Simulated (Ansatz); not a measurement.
## Changed inputs in constrained RPA: RbVF3 (cubic perovskite) (Pm-3m)

What does U in RbVF3 (cubic perovskite) (Pm-3m) depend on besides the window?

Program: Ansatz 0.2.0. Level of theory: constrained RPA on LDA, plane waves, PAW. Results are calculated unless marked as measured.

This is a report of a sequence of runs, with most program output left out.

The structure was built from a prototype and need not be the compound's stable phase.

### 1. The structure

The structure is cubic, space group Pm-3m (No. 221). The conventional cell has a = 4.006 Å, b = 4.006 Å, c = 4.006 Å, α = 90.00°, β = 90.00°, γ = 90.00°. Nearest to Rb lie 12 F at 2.83 Å. Nearest to V lie 6 F at 2.00 Å. Nearest to F lie 2 V at 2.00 Å and 4 Rb at 2.83 Å. Farther neighbours and most contacts between anions are not listed.

As a file:

```cif
data_structure
_symmetry_space_group_name_H-M 'P 1'
_symmetry_Int_Tables_number 1
_cell_length_a 4.0063
_cell_length_b 4.0063
_cell_length_c 4.0063
_cell_angle_alpha 90.000
_cell_angle_beta 90.000
_cell_angle_gamma 90.000
_cell_volume 64.30
loop_
_atom_site_label
_atom_site_type_symbol
_atom_site_fract_x
_atom_site_fract_y
_atom_site_fract_z
_atom_site_occupancy
Rb1 Rb 0.00000 0.00000 0.00000 1
V2 V 0.50000 0.50000 0.50000 1
F3 F 0.50000 0.50000 0.00000 1
F4 F 0.50000 0.00000 0.50000 1
F5 F 0.00000 0.50000 0.50000 1
```

The structure was relaxed with LDA. The structure type comes from a generator and need not be one that this composition takes. The structure was generated from a model, not taken from a measurement. The runs that relaxed it are not among those shown. The program's search for lower electronic states was switched off, so nothing shows that the state found is the lowest. The default PAW set here is soft_2. Its files were made with PBE.

### 2. Base: V d, bands v2 to c3, 4×4×4 mesh, medium accuracy

Constrained RPA screens the interaction with every transition except those inside the target bands, which a later many-body model would treat itself.

input.yaml

```yaml
crystal:
  lattice:
    - [0.0, -4.00629845, 0.0]
    - [0.0, 0.0, 4.00629845]
    - [-4.00629845, 0.0, 0.0]
  atoms:
    - { symbol: Rb, position: [0.0, 0.0, 0.0] }
    - { symbol: V, position: [0.5, 0.5, 0.5] }
    - { symbol: F, position: [0.5, 0.5, 0.0] }
    - { symbol: F, position: [0.5, 0.0, 0.5] }
    - { symbol: F, position: [0.0, 0.5, 0.5] }
kpoints:
  mp_grid: { grid: [6, 6, 6] }
hamiltonian:
  xc: lda
scf:
  occupations: { method: gaussian, width: 0.08 }
  n_extra_bands: 19
  max_iter: 150
  lower_state_search: "off"
output:
  crpa:
    kmesh: [4, 4, 4]
    target_bands: [v2, c3]
    projections: [{ species: V, l: d, shell: 3 }]
  local_orbitals:
    kmesh: [8, 8, 8]
    orbitals: [{ species: V, l: d, shell: 3 }]
    window: { bands: [v2, c3] }
    seedname: lo
```

Started as:

```console
> ansatz run input.yaml --threads 4 --pin off --max-ram 9216MiB --backend cpu --events-out ev --progress --plain --runs-dir out
```

Elapsed: 52 s, on 4 threads of Arm Neoverse V2, shared host; peak memory 0.57 GiB.

Numbers from this step:

* U: 6.609 eV
* U prime (inter-orbital): 5.643 eV
* J: 0.4814 eV
* bare V: 17.70 eV
* bare J: 0.5959 eV
* stated bound on U: 0.009848 eV
* U over bare V: 0.3734
* electrons in the window: 3.000
* head of the constrained inverse dielectric matrix: 0.3778
* least eigenvalue of the projection's overlap: 0.7745
* target functions: 5
* bands in the sums: 50
* r.m.s. miss of the model bands: 5.62e-4 eV
* width of the target bands: 3.837 eV
* weight of the projected orbitals in the window: 0.8904

On the V d shell, screening brings the on-site interaction from 17.7 eV down to U = 6.61 eV.

### 3. Changed: 6×6×6 mesh

Edit input.yaml of step 2 so:

```diff
@@ -22,9 +22,4 @@
   crpa:
-    kmesh: [4, 4, 4]
+    kmesh: [6, 6, 6]
     target_bands: [v2, c3]
     projections: [{ species: V, l: d, shell: 3 }]
-  local_orbitals:
-    kmesh: [8, 8, 8]
-    orbitals: [{ species: V, l: d, shell: 3 }]
-    window: { bands: [v2, c3] }
-    seedname: lo
```

Wall time 4.7 min (4 threads); peak memory 0.8 GiB.

This step gave:

```
U                                                 : 6.615 eV
U prime (inter-orbital)                           : 5.649 eV
J                                                 : 0.4813 eV
bare V                                            : 17.68 eV
bare J                                            : 0.5958 eV
stated bound on U                                 : 0.009909 eV
U over bare V                                     : 0.3741
electrons in the window                           : 3.000
head of the constrained inverse dielectric matrix : 0.3788
least eigenvalue of the projection's overlap      : 0.7572
target functions                                  : 5
bands in the sums                                 : 50
width of the target bands                         : 3.837 eV
weight of the projected orbitals in the window    : 0.8904
```

On the V d shell, screening brings the on-site interaction from 17.7 eV down to U = 6.61 eV.

### 4. Changed: 2×2×2 mesh

Edit input.yaml of step 3 so:

```diff
@@ -22,3 +22,3 @@
   crpa:
-    kmesh: [6, 6, 6]
+    kmesh: [2, 2, 2]
     target_bands: [v2, c3]
```

The job ended after 7.7 s (4 threads; peak memory 0.49 GiB).

Numbers from this step:

| Quantity | Value |
| --- | --- |
| U | 6.851 eV |
| U prime (inter-orbital) | 5.868 eV |
| J | 0.4893 eV |
| bare V | 18.01 eV |
| bare J | 0.6039 eV |
| stated bound on U | 0.01014 eV |
| U over bare V | 0.3804 |
| electrons in the window | 3.000 |
| head of the constrained inverse dielectric matrix | 0.3580 |
| least eigenvalue of the projection's overlap | 0.7794 |
| target functions | 5 |
| bands in the sums | 50 |
| width of the target bands | 3.837 eV |
| weight of the projected orbitals in the window | 0.8904 |

On the V d shell, screening brings the on-site interaction from 18.0 eV down to U = 6.85 eV.

### 5. Changed: accuracy high

Edit input.yaml of step 4 so:

```diff
@@ -22,4 +22,5 @@
   crpa:
-    kmesh: [2, 2, 2]
+    kmesh: [4, 4, 4]
     target_bands: [v2, c3]
     projections: [{ species: V, l: d, shell: 3 }]
+    accuracy: high
```

Wall time 89 s (4 threads); peak memory 0.67 GiB; 5.5 min of CPU time.

Numbers from this step:

| Item | Value |
| --- | --- |
| U | 6.610 eV |
| U prime (inter-orbital) | 5.644 eV |
| J | 0.4814 eV |
| bare V | 17.70 eV |
| bare J | 0.5959 eV |
| stated bound on U | 5.88e-4 eV |
| U over bare V | 0.3735 |
| electrons in the window | 3.000 |
| head of the constrained inverse dielectric matrix | 0.3778 |
| least eigenvalue of the projection's overlap | 0.7745 |
| target functions | 5 |
| bands in the sums | 50 |
| width of the target bands | 3.837 eV |
| weight of the projected orbitals in the window | 0.8904 |

On the V d shell, screening brings the on-site interaction from 17.7 eV down to U = 6.61 eV.

### 6. Changed: sums over states

Edit input.yaml of step 5 so:

```diff
@@ -25,2 +25,4 @@
     projections: [{ species: V, l: d, shell: 3 }]
-    accuracy: high
+    accuracy: sum_over_states
+    n_empty_bands: 88
+    ecut_chi: 136
```

It took 8.4 s on 4 threads; peak memory 0.6 GiB; 30 s of CPU time.

This variant gives U = 6.67 eV against 6.61 eV. It is a finite sum over empty states with no bound on its error and stays out of the table below.

### 7. Changed: potentials

This step: constrained RPA on LDA, plane waves, norm-conserving pseudopotentials.

Edit input.yaml of step 6 so:

```diff
@@ -15,2 +15,3 @@
   xc: lda
+  pseudopotentials: { kind: nc }
 scf:
@@ -25,4 +26 @@
     projections: [{ species: V, l: d, shell: 3 }]
-    accuracy: sum_over_states
-    n_empty_bands: 88
-    ecut_chi: 136
```

Run time: 3.3 min. Hardware: 4 threads; peak memory 1.1 GiB; 13 min of CPU time.

This step gave:

- U: 6.626 eV
- U prime (inter-orbital): 5.662 eV
- J: 0.4808 eV
- bare V: 17.73 eV
- bare J: 0.5967 eV
- stated bound on U: 0.01111 eV
- U over bare V: 0.3737
- electrons in the window: 3.000
- head of the constrained inverse dielectric matrix: 0.3785
- least eigenvalue of the projection's overlap: 0.7781
- target functions: 5
- bands in the sums: 50
- width of the target bands: 3.800 eV
- weight of the projected orbitals in the window: 0.8920

On the V d shell, screening brings the on-site interaction from 17.7 eV down to U = 6.63 eV.

### 8. Side by side

Times are wall times on 4 threads of Arm Neoverse V2, shared host, good to a factor of about two.

```
          run  bare V (eV)  U (eV)  J (eV)  bound on U (eV)  width (eV)     time
target window        17.70   6.609   0.481           0.0098        3.84     52 s
   6×6×6 mesh        17.68   6.615   0.481           0.0099        3.84  4.7 min
   2×2×2 mesh        18.01   6.851   0.489           0.0101        3.84    7.7 s
accuracy high        17.70   6.610   0.481           0.0006        3.84     89 s
   potentials        17.73   6.626   0.481           0.0111        3.80  3.3 min
```

### 9. Results

| Item | Value |
| --- | --- |
| target window | U 6.61 eV, J 0.48 eV |
| 6×6×6 mesh | U 6.61 eV, J 0.48 eV |
| 2×2×2 mesh | U 6.85 eV, J 0.49 eV |
| accuracy high | U 6.61 eV, J 0.48 eV |
| potentials | U 6.63 eV, J 0.48 eV |

**Reading.** 6×6×6 mesh moves U by +0.01 eV (within the solver's bounds, for the mean over orbitals) at 5.4 times the time. 2×2×2 mesh moves U by +0.24 eV at 0.15 times the time. Accuracy high moves U by +0.002 eV (within the solver's bounds, for the mean over orbitals). Potentials moves U by +0.02 eV (within the solver's bounds, for the mean over orbitals) at 3.8 times the time. The printed bound covers the solver alone, not the mesh. The parent state is non-magnetic and the interaction static (zero frequency); U depends on the window and the orbitals, so it belongs to this model alone.

[Paths, hosts, dates, memory and timing lines, banners, echoed tables and standing remarks are left out of the program output.]

[Logs are printed without paths, hosts, clocks, repeated set-up lines and the standing remarks that a program may print on its own settings, such as how far it seeks lower states.]

[Runs of the session that timed out or met a known fault of the program may be left out.]

[Hosts, paths, dates, database ids (printed as entryN), source tags and the programs' standing remarks are cut or masked in the printed files.]
